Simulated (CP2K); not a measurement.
Chlorocyclopropane has these distinct C atoms: C2 (bonded to 2 C, Cl and H) and C3 (bonded to 2 C and 2 H).

```xyz
9

Cl    2.1862   -0.0613   -0.6848
C     0.7356   -0.0425    0.3364
C    -0.5114   -0.7357   -0.1348
C    -0.4516    0.7816   -0.0774
H     1.0041   -0.0920    1.3895
H    -1.1017   -1.2703    0.6086
H    -0.4814   -1.1993   -1.1190
H    -0.9991    1.3054    0.7055
H    -0.3808    1.3141   -1.0240
```

Their partial C K spectra (CP2K XAS_TDP, all-electron GAPW, PBEh(45%), aug-pc-1, TDA, GW2X-corrected core level, no relativity) are given in random order, each times the number of alike atoms.

Gaussian full width 0.5 eV, oscillator strength per eV, alike atoms added, rows of zeros left out:

```tsv
E (eV)	curve 1	curve 2
288.25	0.000	0.006
288.50	0.000	0.050
288.75	0.000	0.101
289.00	0.000	0.051
289.25	0.008	0.006
289.50	0.053	0.000
289.75	0.093	0.000
290.00	0.062	0.000
290.25	0.073	0.005
290.50	0.073	0.017
290.75	0.070	0.016
291.00	0.073	0.009
291.25	0.029	0.041
291.50	0.014	0.081
291.75	0.030	0.043
292.00	0.044	0.008
292.25	0.046	0.002
292.50	0.031	0.012
292.75	0.029	0.024
293.00	0.036	0.021
293.25	0.039	0.012
293.50	0.049	0.005
293.75	0.055	0.004
294.00	0.033	0.007
294.25	0.027	0.013
294.50	0.054	0.017
294.75	0.055	0.013
295.00	0.031	0.027
295.25	0.015	0.050
295.50	0.014	0.031
295.75	0.018	0.012
296.00	0.036	0.006
```

Q: Which curve belongs to which atom?

Curve 1: C3 (bonded to 2 C and 2 H), leading line at 289.70 eV (f = 0.013 an atom), ionisation energy 291.81 eV, term value 2.11 eV. Curve 2: C2 (bonded to 2 C, Cl and H), leading line at 288.75 eV (f = 0.054 an atom), ionisation energy 292.75 eV, term value 4.00 eV. The leading line of an atom is its first one with 35 % of the strongest within 2.5 eV of its lowest line over the strength cut. A line lies at the core ionisation energy, which rises as an atom loses charge to its neighbours or to a π system, less the term value, which is large for a low π* or σ* orbital with weight on that atom.

[Banner, clock and machine lines of the logs are left out without a mark of their own.]

[Logs are printed without paths, hosts, clocks, repeated set-up lines and the standing remarks that a program may print on its own settings, such as how far it seeks lower states.]

[Hosts, paths, dates, database ids (printed as entryN), source tags and the programs' standing remarks are cut or masked in the printed files.]
